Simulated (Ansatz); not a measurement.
**SiAgF6, from a guessed structure to a relaxed one**

This structure for SiAgF6 is made up. Its elements were placed in a known structure type with a cell scaled to their sizes. What cell does the guess relax to, and how far off was it?

Main program and level: Ansatz 0.2.0; DFT, PBE, plane-wave PAW, files of the set soft_1, scalar-relativistic, no spin, cell and ions relaxed at zero pressure; PAW set soft_1, in the first sound run; inputs show where later runs differ.

## 1. Set-up

Symmetry: P-1, No. 2, triclinic system. The conventional cell has a = 5.083 Å, b = 5.103 Å, c = 5.615 Å, α = 63.48°, β = 89.93°, γ = 60.76°. Ag has 6 F at 2.10 to 2.23 Å nearest. Nearest to Si lie 6 F at 1.89 to 1.93 Å. F has 1 Si at 1.89 Å and 1 Ag at 2.13 Å nearest. Nearest to F lie 1 Si at 1.89 Å and 1 Ag at 2.23 Å. F has 1 Si at 1.93 Å and 1 Ag at 2.10 Å nearest. Farther neighbours and most contacts between anions are not listed.

As a file:

```cif
data_structure
_symmetry_space_group_name_H-M 'P 1'
_symmetry_Int_Tables_number 1
_cell_length_a 5.0830
_cell_length_b 5.1030
_cell_length_c 5.6150
_cell_angle_alpha 63.480
_cell_angle_beta 89.930
_cell_angle_gamma 60.760
_cell_volume 109.24
loop_
_atom_site_label
_atom_site_type_symbol
_atom_site_fract_x
_atom_site_fract_y
_atom_site_fract_z
_atom_site_occupancy
Ag1 Ag 0.00000 0.00000 0.00000 1
Si2 Si 0.50000 0.00000 0.50000 1
F3 F 0.86210 0.87810 0.72570 1
F4 F 0.13790 0.12190 0.27430 1
F5 F 0.58620 0.54500 0.72740 1
F6 F 0.41380 0.45500 0.27260 1
F7 F 0.25380 0.14170 0.73160 1
F8 F 0.74620 0.85830 0.26840 1
```

## 2. Relaxation of the guess

The guessed cell has no reason to be at equilibrium. It is relaxed with the atoms, within the space group of the guess.

input.yaml

```yaml
crystal:
  lattice:
    - [5.083, 0.0, 0.0]
    - [2.492657076, 4.452782243, 0.0]
    - [0.006860015, 2.86942181, 4.826447598]
  atoms:
    - { symbol: Ag, position: [0.0, 0.0, 0.0] }
    - { symbol: Si, position: [0.5, 0.0, 0.5] }
    - { symbol: F, position: [0.8621, 0.8781, 0.7257] }
    - { symbol: F, position: [0.1379, 0.1219, 0.2743] }
    - { symbol: F, position: [0.5862, 0.545, 0.7274] }
    - { symbol: F, position: [0.4138, 0.455, 0.2726] }
    - { symbol: F, position: [0.2538, 0.1417, 0.7316] }
    - { symbol: F, position: [0.7462, 0.8583, 0.2684] }
kpoints:
  mp_grid: { grid: [6, 7, 6] }
scf:
  occupations: { method: fermi_dirac, width: 0.05 }
hamiltonian:
  xc: pbe
  pseudopotentials: { kind: paw, azcp: { folder: soft_1 } }
relax:
  f_tol: 0.015
  max_steps: 70
  cell: {}
output:
  forces: true
  stress: true
```

Launch:

```
$ ansatz run input.yaml --threads 4 --pin off --max-ram 10240MiB --backend cpu --events-out ev --progress --plain --runs-dir out
```

Numbers of over 12 decimals in the logs are rounded to 6 here.

Log:

```text
Engine: ansatz 0.2.0, x86_64-unknown-linux-gnu
Pseudopotentials: kind: paw
Pseudopotential: Ag, paw, valence charge 19, recommended cutoff 420 eV (normal), soft_1/Ag.paw.azcp
Pseudopotential: Si, paw, valence charge 4, recommended cutoff 420 eV (normal), soft_1/Si.paw.azcp
Pseudopotential: F, paw, valence charge 7, recommended cutoff 420 eV (normal), soft_1/F.paw.azcp
Functional definition: PBE
  parameter kappa = 0.804
  parameter beta = 0.066725
  exchange = pbe_x(kappa = kappa, mu = beta*pi^2/3)
  correlation = pbe_c(beta = beta)
Crystal: 8 atoms, lattice volume = 109.239 Å³
Basis set: ecut = 420 eV, 2157 PW (Γ), exchange–correlation on 72×72×80 points (8 copies of the dense FFT grid, shifted against one another)
Bands: 41, of which v1, the nominal top of the filled ones, is band 33 counted from 1 (32 counted from 0)
Symmetry: 2 space group operations
Space group: P-1 (ITA 2), of the structure as read, at distance tolerance 4.8e-5 Å
k-points: 128 of 252
Non-local potential: Ag, projectors of the file, l = 0: 3, l = 1: 2, l = 2: 2, l = 3: 1
Non-local potential: Si, projectors of the file, l = 0: 2, l = 1: 2, l = 2: 1
Non-local potential: F, projectors of the file, l = 0: 2, l = 1: 2, l = 2: 1
PAW form: soft (Blöchl's): semilocal exchange-correlation on the pseudo side does not see the compensation charge
PAW one-centre angular grid: Ag, 590 points (default); XC on 64 Gauss nodes
PAW one-centre angular grid: Si, 110 points (default); XC on 64 Gauss nodes
PAW one-centre angular grid: F, 110 points (default); XC on 64 Gauss nodes
Initial density: superposition of atomic densities (chi_scale 0.1, normalization cell, long waves kept (reshape's long-wave potential 0.18 eV rms))
Initial wavefunctions: pseudopotential atomic-orbital guess
Functional: x = pbe(κ = 0.804, μ = 0.219515), c = pbe(β = 0.066725)
SCF iter   1: F=—  HF=-13085.856782 eV  |F-HF|=—  |Δ(HF+E_count)|=         —  Δρ=1.48e-1  dr2=3.12e1  ethr=3.10e-3  ⟨swp⟩=6.7  Hψ=22338  notcnv=0  defer=26
preconditioner: auto → LDOS  [metal: Δε(μ)=0.002 eV  Ē_g=17.119 eV  σ=0.050 eV  W_gap=0.01  n_scr=26 (ndim 8)  ℏωp=26.8 eV  f_vac=0.133  D(μ)=12.58/eV (n_scr^D=180)  β→1.0]
SCF iter   2: F=—  HF=-13077.107636 eV  |F-HF|=—  |Δ(HF+E_count)|=    8.75e0  Δρ=5.41e-2  dr2=3.62e0  ethr=3.10e-3  ⟨swp⟩=4.6  Hψ=12812  notcnv=0  defer=335
SCF iter   3: F=—  HF=-13076.962372 eV  |F-HF|=—  |Δ(HF+E_count)|=   1.45e-1  Δρ=5.78e-2  dr2=1.94e0  ethr=3.10e-3  ⟨swp⟩=3.0  Hψ=11585  notcnv=0  defer=336
SCF iter   4: F=—  HF=-13076.522742 eV  |F-HF|=—  |Δ(HF+E_count)|=   4.40e-1  Δρ=2.79e-2  dr2=3.11e-1  ethr=2.99e-3  ⟨swp⟩=2.0  Hψ=10672  notcnv=0  defer=335
SCF iter   5: F=—  HF=-13076.414408 eV  |F-HF|=—  |Δ(HF+E_count)|=   1.08e-1  Δρ=9.41e-3  dr2=4.70e-2  ethr=4.78e-4  ⟨swp⟩=2.0  Hψ=10292  notcnv=0  defer=332
SCF iter   6: F=—  HF=-13076.408161 eV  |F-HF|=—  |Δ(HF+E_count)|=   6.25e-3  Δρ=5.11e-3  dr2=9.61e-3  ethr=7.23e-5  ⟨swp⟩=2.0  Hψ=10254  notcnv=0  defer=332
SCF iter   7: F=—  HF=-13076.407531 eV  |F-HF|=—  |Δ(HF+E_count)|=   6.29e-4  Δρ=2.41e-3  dr2=3.88e-3  ethr=1.48e-5  ⟨swp⟩=2.0  Hψ=5218  notcnv=0  defer=332
SCF iter   8: F=—  HF=-13076.407909 eV  |F-HF|=—  |Δ(HF+E_count)|=   3.78e-4  Δρ=1.43e-3  dr2=1.67e-3  ethr=5.96e-6  ⟨swp⟩=1.0  Hψ=4927  notcnv=0  defer=332
SCF iter   9: F=—  HF=-13076.408124 eV  |F-HF|=—  |Δ(HF+E_count)|=   2.15e-4  Δρ=1.60e-3  dr2=1.32e-3  ethr=2.57e-6  ⟨swp⟩=1.0  Hψ=4916  notcnv=0  defer=332
SCF iter  10: F=—  HF=-13076.407956 eV  |F-HF|=—  |Δ(HF+E_count)|=   1.69e-4  Δρ=6.49e-4  dr2=2.92e-4  ethr=2.03e-6  ⟨swp⟩=1.0  Hψ=4927  notcnv=0  defer=332
SCF iter  11: F=—  HF=-13076.407943 eV  |F-HF|=—  |Δ(HF+E_count)|=   1.26e-5  Δρ=4.48e-4  dr2=1.02e-4  ethr=4.49e-7  ⟨swp⟩=1.0  Hψ=4916  notcnv=0  defer=332
SCF iter  12: F=—  HF=-13076.407965 eV  |F-HF|=—  |Δ(HF+E_count)|=   2.19e-5  Δρ=2.13e-4  dr2=2.66e-5  ethr=1.56e-7  ⟨swp⟩=1.0  Hψ=4927  notcnv=0  defer=332
SCF iter  13: F=—  HF=-13076.407989 eV  |F-HF|=—  |Δ(HF+E_count)|=   2.35e-5  Δρ=5.79e-5  dr2=2.80e-6  ethr=4.09e-8  ⟨swp⟩=1.0  Hψ=4919  notcnv=0  defer=332
SCF iter  14: F=—  HF=-13076.407988 eV  |F-HF|=—  |Δ(HF+E_count)|=   1.53e-7  Δρ=1.53e-5  dr2=1.79e-7  ethr=4.30e-9  ⟨swp⟩=1.0  Hψ=4924  notcnv=0  defer=332
SCF iter  15: F=-13076.407988 eV  HF=-13076.407988 eV  |F-HF|=4.11e-10  |Δ(HF+E_count)|=   6.51e-9  Δρ=3.44e-6  dr2=5.93e-9  ethr=1.54e-10  ⟨swp⟩=4.2  Hψ=16978  notcnv=0
SCF 1 converged in 15 iterations: F = -13076.407988 eV  dr2 = 5.93e-9
  greatest PAW one-centre occupation: 1.001 electrons in one spin orbital (limit 2), on the Ag atom at site 0 (counted from 0), in its partial waves of l = 0
relax step   1: F+E_penalty+E_count = -13076.40798846 eV  Δ(F+E_penalty+E_count) = +0.000e0 eV  max|allowed force component| = 2.639e0 eV/Å  Δτ_max = 0.0000 Å  P = -10.219 GPa  Ω = 109.239 Å³  (15 SCF iters, dr2 threshold 1.00e-7 eV, accepted)
Crystal: 8 atoms, lattice volume = 109.188 Å³
Basis set: ecut = 420 eV, 2155 PW (Γ), exchange–correlation on 72×72×80 points (8 copies of the dense FFT grid, shifted against one another)
Initial density: handed on by an earlier stage of this run
Initial wavefunctions: those handed on with the density
iter 1 solved again at ethr=1.81e-4 eV; its pass at ethr=3.10e-3 eV (dr2=1.17e-1 eV) is discarded
SCF iter   1: F=—  HF=-13077.825053 eV  |F-HF|=—  |Δ(HF+E_count)|=         —  Δρ=2.65e-2  dr2=1.18e-1  ethr=1.81e-4  ⟨swp⟩=2.5  Hψ=28968  notcnv=0
preconditioner: auto → LDOS  [metal: Δε(μ)=0.003 eV  Ē_g=16.673 eV  σ=0.050 eV  W_gap=0.02  n_scr=26 (ndim 8)  ℏωp=26.8 eV  f_vac=0.203  D(μ)=9.32/eV (n_scr^D=118)  β→1.0]
SCF iter   2: F=—  HF=-13077.853843 eV  |F-HF|=—  |Δ(HF+E_count)|=   2.88e-2  Δρ=1.12e-2  dr2=5.50e-2  ethr=1.81e-4  ⟨swp⟩=3.1  Hψ=10694  notcnv=0  defer=1
SCF iter   3: F=—  HF=-13077.846649 eV  |F-HF|=—  |Δ(HF+E_count)|=   7.19e-3  Δρ=7.93e-3  dr2=3.01e-2  ethr=8.47e-5  ⟨swp⟩=2.0  Hψ=10367  notcnv=0  defer=1
SCF iter   4: F=—  HF=-13077.841245 eV  |F-HF|=—  |Δ(HF+E_count)|=   5.40e-3  Δρ=3.92e-3  dr2=9.55e-3  ethr=4.63e-5  ⟨swp⟩=1.0  Hψ=5821  notcnv=0  defer=1
SCF iter   5: F=—  HF=-13077.839952 eV  |F-HF|=—  |Δ(HF+E_count)|=   1.29e-3  Δρ=1.96e-3  dr2=3.61e-3  ethr=1.47e-5  ⟨swp⟩=1.0  Hψ=5116  notcnv=0  defer=1
SCF iter   6: F=—  HF=-13077.839662 eV  |F-HF|=—  |Δ(HF+E_count)|=   2.90e-4  Δρ=1.41e-3  dr2=1.95e-3  ethr=5.55e-6  ⟨swp⟩=1.0  Hψ=5040  notcnv=0  defer=1
SCF iter   7: F=—  HF=-13077.839402 eV  |F-HF|=—  |Δ(HF+E_count)|=   2.60e-4  Δρ=9.30e-4  dr2=9.23e-4  ethr=3.00e-6  ⟨swp⟩=1.0  Hψ=5028  notcnv=0  defer=1
[...]
relax step  12: F+E_penalty+E_count = -13078.61878581 eV  Δ(F+E_penalty+E_count) = -6.209e-3 eV  max|allowed force component| = 3.558e-3 eV/Å  Δτ_max = 0.0000 Å  P = +0.056 GPa  Ω = 106.955 Å³  stress off target by 4.93e-1 GPa  SCF on the basis re-selected at this cell (its energy is not comparable with the rows above)  (12 SCF iters)
relax step  13: F+E_penalty+E_count = -13078.62017531 eV  Δ(F+E_penalty+E_count) = -1.389e-3 eV  max|allowed force component| = 3.589e-2 eV/Å  Δτ_max = 0.0310 Å  P = +0.182 GPa  Ω = 107.142 Å³  energy of the carried Pulay correction = -3.377e-4 eV  (9 SCF iters, dr2 threshold 6.08e-7 eV, accepted)
relax step  14: F+E_penalty+E_count = -13078.62058582 eV  Δ(F+E_penalty+E_count) = -4.105e-4 eV  max|allowed force component| = 6.168e-3 eV/Å  Δτ_max = 0.0127 Å  P = +0.033 GPa  Ω = 107.519 Å³  energy of the carried Pulay correction = -1.230e-3 eV  (9 SCF iters, dr2 threshold 4.58e-7 eV, accepted)
relax step  15: F+E_penalty+E_count = -13078.62030754 eV  Δ(F+E_penalty+E_count) = +2.783e-4 eV  max|allowed force component| = 4.855e-3 eV/Å  Δτ_max = 0.0035 Å  P = -0.006 GPa  Ω = 107.670 Å³  energy of the carried Pulay correction = -1.581e-3 eV  (9 SCF iters, dr2 threshold 1.81e-8 eV, accepted)
relax step  16: F+E_penalty+E_count = -13078.62288692 eV  Δ(F+E_penalty+E_count) = -2.579e-3 eV  max|allowed force component| = 4.914e-3 eV/Å  Δτ_max = 0.0000 Å  P = +0.045 GPa  Ω = 107.670 Å³  stress off target by 1.33e-1 GPa  SCF on the basis re-selected at this cell (its energy is not comparable with the rows above)  (12 SCF iters)
relax step  17: F+E_penalty+E_count = -13078.62246858 eV  Δ(F+E_penalty+E_count) = +4.183e-4 eV  max|allowed force component| = 3.808e-3 eV/Å  Δτ_max = 0.0113 Å  P = -0.020 GPa  Ω = 108.047 Å³  energy of the carried Pulay correction = -8.653e-4 eV  (10 SCF iters, dr2 threshold 4.45e-8 eV, accepted)
relax step  18: F+E_penalty+E_count = -13078.62228262 eV  Δ(F+E_penalty+E_count) = +1.860e-4 eV  max|allowed force component| = 3.046e-3 eV/Å  Δτ_max = 0.0064 Å  P = -0.008 GPa  Ω = 108.139 Å³  energy of the carried Pulay correction = -1.086e-3 eV  (10 SCF iters, dr2 threshold 9.07e-9 eV, accepted)
relax step  19: F+E_penalty+E_count = -13078.62347995 eV  Δ(F+E_penalty+E_count) = -1.197e-3 eV  max|allowed force component| = 2.960e-3 eV/Å  Δτ_max = 0.0000 Å  P = +0.001 GPa  Ω = 108.139 Å³  stress off target by 6.42e-2 GPa  SCF on the basis re-selected at this cell (its energy is not comparable with the rows above)  (9 SCF iters)
relax step  20: F+E_penalty+E_count = -13078.62333468 eV  Δ(F+E_penalty+E_count) = +1.453e-4 eV  max|allowed force component| = 2.350e-3 eV/Å  Δτ_max = 0.0036 Å  P = +0.004 GPa  Ω = 108.238 Å³  energy of the carried Pulay correction = -2.215e-4 eV  (10 SCF iters, dr2 threshold 1.03e-8 eV, accepted)
iter 1 solved again at ethr=2.70e-7 eV; its pass at ethr=3.10e-3 eV (dr2=1.75e-4 eV) is discarded
SCF iter   1: F=—  HF=-13078.623587 eV  |F-HF|=—  |Δ(HF+E_count)|=         —  Δρ=3.69e-5  dr2=8.59e-8  ethr=2.70e-7  ⟨swp⟩=3.2  Hψ=38851  notcnv=0
eigensolver tolerance schedule: the retry pair's looser diagonalisation over-reported the residual by 2038.86 of it (diagonalisation noise at 0.22 of the residual, at the tolerance the schedule requests for it); recorded, not acted on — ethr = c·dr2/N_el stays at c = 1.0e-1
preconditioner: auto → LDOS  [metal: Δε(μ)=0.008 eV  Ē_g=17.454 eV  σ=0.050 eV  W_gap=0.04  n_scr=24 (ndim 8)  ℏωp=26.9 eV  f_vac=0.226  D(μ)=8.26/eV (n_scr^D=92)  β→1.0]
SCF iter   2: F=—  HF=-13078.623625 eV  |F-HF|=—  |Δ(HF+E_count)|=   3.75e-5  Δρ=6.32e-6  dr2=2.08e-8  ethr=1.32e-10  ⟨swp⟩=2.1  Hψ=9013  notcnv=0
SCF iter   3: F=—  HF=-13078.623625 eV  |F-HF|=—  |Δ(HF+E_count)|=   1.09e-8  Δρ=2.89e-6  dr2=5.63e-9  ethr=3.20e-11  ⟨swp⟩=2.0  Hψ=8790  notcnv=0
SCF iter   4: F=—  HF=-13078.623625 eV  |F-HF|=—  |Δ(HF+E_count)|=   5.87e-9  Δρ=1.71e-6  dr2=2.52e-9  ethr=8.67e-12  ⟨swp⟩=2.8  Hψ=9629  notcnv=0
SCF iter   5: F=—  HF=-13078.623625 eV  |F-HF|=—  |Δ(HF+E_count)|=   1.31e-9  Δρ=1.27e-6  dr2=1.33e-9  ethr=3.87e-12  ⟨swp⟩=1.0  Hψ=5248  notcnv=0
SCF iter   6: F=—  HF=-13078.623625 eV  |F-HF|=—  |Δ(HF+E_count)|=   1.40e-9  Δρ=5.48e-7  dr2=2.88e-10  ethr=2.05e-12  ⟨swp⟩=2.2  Hψ=9298  notcnv=0
SCF iter   7: F=—  HF=-13078.623625 eV  |F-HF|=—  |Δ(HF+E_count)|=  1.46e-11  Δρ=3.34e-7  dr2=1.20e-10  ethr=1.00e-12  ⟨swp⟩=1.0  Hψ=5248  notcnv=0
SCF iter   8: F=-13078.623625 eV  HF=-13078.623625 eV  |F-HF|=1.82e-11  |Δ(HF+E_count)|=  7.28e-12  Δρ=1.47e-7  dr2=2.65e-11  ethr=1.00e-12  ⟨swp⟩=4.0  Hψ=16309  notcnv=0
SCF 21 converged in 8 iterations: F = -13078.623625 eV  dr2 = 2.65e-11
relax step  21: F+E_penalty+E_count = -13078.62362452 eV  Δ(F+E_penalty+E_count) = -2.898e-4 eV  max|allowed force component| = 2.365e-3 eV/Å  Δτ_max = 0.0000 Å  P = +0.006 GPa  Ω = 108.238 Å³  stress off target by 2.55e-2 GPa  SCF on the basis re-selected at this cell (its energy is not comparable with the rows above)  (8 SCF iters)
basis re-selected at this cell: Δ(F+E_penalty+E_count) = -2.898e-4 eV, ΔP = +0.001 GPa vs the last step (what re-selecting the basis moved, of the pressure what is left beyond the Pulay correction that the steps carried, after the strain that the cell walked since its last selection, with what the two solves' SCF thresholds leave and, on support functions, any second-order correction that the steps lacked; it is no m [...]
SCF converged after 8 iterations
Free energy (F): -13078.623625 eV
Harris-Foulkes:  -13078.623625 eV  (|F-HF|=1.82e-11)
Internal energy: -13078.563518 eV  (E = F + TS)
E sigma→0 (E₀):  -13078.593571 eV
Entropy (-TS):   -0.060106 eV (-7.513 meV/atom)
Fermi energy:    2.225029 eV
--- Per-component energies (eV) ---
  E_band       = -753.379862
  E_kinetic    = 1696.770600
  E_local      = -7215.143391  (includes V_loc(G=0)·N_el)
  E_nonlocal   = 575.206248
  E_hartree    = 2981.962600
  E_xc         = -674.070178
  E_vxc        = -837.240783  (∫ρ·V_xc dr)
  E_paw        = -5696.274354  (= ΣΔE_a)
  E_vpaw       = -936.902093  (= ΣTr[D̂ρ^β])
  E_aug_tail   = 0.004524  (compensation charges beyond the density's cutoff)
  E_ewald      = -4747.019568
  E_smearing   = -0.060106  (= −TS)
  E_closure    = -0.000000  (closes the sum)
  Σ components = -13078.623625   (vs F -13078.623625, Δ=0.00e0)
--- Forces (eV/Å), atoms counted from 1 ---
  atom   1  Ag     0.00000000     0.00000000     0.00000000
  atom   2  Si     0.00000000     0.00000000     0.00000000
  atom   3  F      0.00109333     0.00099662     0.00231575
  atom   4  F     -0.00109333    -0.00099662    -0.00231575
  atom   5  F      0.00154030     0.00155979    -0.00110382
  atom   6  F     -0.00154030    -0.00155979     0.00110382
  atom   7  F     -0.00085252     0.00219105     0.00236467
  atom   8  F      0.00085252    -0.00219105    -0.00236467
  max |Σ_I F_I| component: 0.00e0 eV/Å
--- Stress (GPa, compression-positive) ---
       -0.001998       0.007153      -0.007426
        0.007154       0.016361       0.014013
       -0.007427       0.014012       0.003283
  P = ⅓ Tr σ = 0.0059 GPa (0.059 kbar)
--- Relaxed structure (17 steps of the walk, 16 accepted, 4 SCFs on fresh bases) ---
  F+E_penalty+E_count = -13078.62362452 eV   max|allowed force component| = 2.365e-3 eV/Å   (the final SCF, on the basis selected at the relaxed cell)
  cell:  # Å, volume = 108.2378 Å³
    - [4.980591, 0.117363, -0.074790]
    - [2.545249, 4.770521, -0.211536]
    - [0.00195961, 2.847713, 4.508661]
  atoms:
    - { symbol: Ag, position: [0.0, 0.0, 0.0] }
    - { symbol: Si, position: [0.5, 0.0, 0.5] }
    - { symbol: F, position: [0.846275, 0.851688, 0.744282] }
    - { symbol: F, position: [0.153725, 0.148312, 0.255718] }
    - { symbol: F, position: [0.545397, 0.636154, 0.686424] }
    - { symbol: F, position: [0.454603, 0.363846, 0.313576] }
    - { symbol: F, position: [0.265300, 0.139263, 0.708630] }
    - { symbol: F, position: [0.734700, 0.860737, 0.291370] }
```

It took 54 s on 4 threads of AMD EPYC 9B45 (Zen 5), shared host; peak memory 0.78 GiB; 3.4 min of CPU time.

This run has no spin polarisation although its electron count is odd.

The steps of the relaxation:

| step | energy less that of the first step (eV) | largest force component (eV/Å) | pressure (GPa) | volume (Å³) |
| --- | --- | --- | --- | --- |
| 1 | 0.0000 | 2.6385 | -10.22 | 109.24 |
| 2 | -1.4313 | 1.8278 | -8.35 | 109.19 |
| 3 | -1.6944 | 2.1498 | 11.71 | 103.36 |
| 4 | -2.1674 | 0.2616 | 1.70 | 103.04 |
| 5 | -2.1899 | 0.1522 | 0.29 | 105.24 |
| 6 | -2.2005 | 0.0496 | -0.35 | 107.39 |
| 7 | -2.2031 | 0.0561 | -0.18 | 107.09 |
| 8 | -2.2036 | 0.0267 | -0.07 | 107.14 |
| 9 | -2.2046 | 0.0132 | 0.02 | 106.94 |
| 10 | -2.2048 | 0.0262 | -0.02 | 106.84 |
| 11 | -2.2046 | 0.0043 | 0.01 | 106.96 |
| 12* | -2.2108 | 0.0036 | 0.06 | 106.96 |
| 13 | -2.2122 | 0.0359 | 0.18 | 107.14 |
| 14 | -2.2126 | 0.0062 | 0.03 | 107.52 |
| 15 | -2.2123 | 0.0049 | -0.01 | 107.67 |
| 16* | -2.2149 | 0.0049 | 0.05 | 107.67 |
| 17 | -2.2145 | 0.0038 | -0.02 | 108.05 |
| 18 | -2.2143 | 0.0030 | -0.01 | 108.14 |
| 19* | -2.2155 | 0.0030 | 0.00 | 108.14 |
| 20 | -2.2153 | 0.0024 | 0.00 | 108.24 |
| 21* | -2.2156 | 0.0024 | 0.01 | 108.24 |

Relaxation steps marked * repeat the geometry before them on a plane-wave basis chosen anew for their cell, so energy and pressure can jump there. Relaxation step 10 was tried and not accepted.

Forces are held to the 2 operations that the run works with; a distortion that breaks them can't arise in this run.

| cell as run | before | after | change |
| --- | --- | --- | --- |
| a (Å) | 5.083 | 4.983 | -2.0 % |
| b (Å) | 5.103 | 5.411 | +6.0 % |
| c (Å) | 5.615 | 5.333 | -5.0 % |
| α (°) | 63.48 | 64.03 | +0.9 % |
| β (°) | 89.93 | 89.99 | +0.1 % |
| γ (°) | 60.76 | 60.56 | -0.3 % |
| volume (Å³/atom) | 13.65 | 13.53 | -0.9 % |

The atoms that moved most (Å, as changes of fractional coordinates times the final cell):

```
atom      dx      dy      dz  length
  F6  -0.029  -0.313   0.201   0.373
  F5   0.029   0.313  -0.201   0.373
  F4   0.146   0.075  -0.091   0.187
  F3  -0.146  -0.075   0.091   0.187
  F8  -0.051   0.076   0.104   0.138
  F7   0.051  -0.076  -0.104   0.138
```

Numbers from this step:

- free energy: -13078.6236 eV
- energy at zero smearing: -13078.5936 eV
- smearing term TS: 0.06011 eV
- Fermi energy: 2.225 eV
- electrons: 65
- symmetry operations: 2
- pressure: 0.005882 GPa

Shortest distances by pair of elements, guess and relaxed (not always the same contact):

```
 pair  guess (Å)  relaxed (Å)
 F–Si      1.888        1.662
 Ag–F      2.096        2.157
  F–F      2.665        2.385
Ag–Si      3.785        3.649
Ag–Ag      5.083        4.983
```

The relaxation ends with a largest force component of 0.0024 eV/Å and a pressure of 0.01 GPa.

(Continued in part 2 of 2.)

[Logs are printed without paths, hosts, clocks, repeated set-up lines and the standing remarks that a program may print on its own settings, such as how far it seeks lower states.]

[Hosts, paths, dates, database ids (printed as entryN), source tags and the programs' standing remarks are cut or masked in the printed files.]
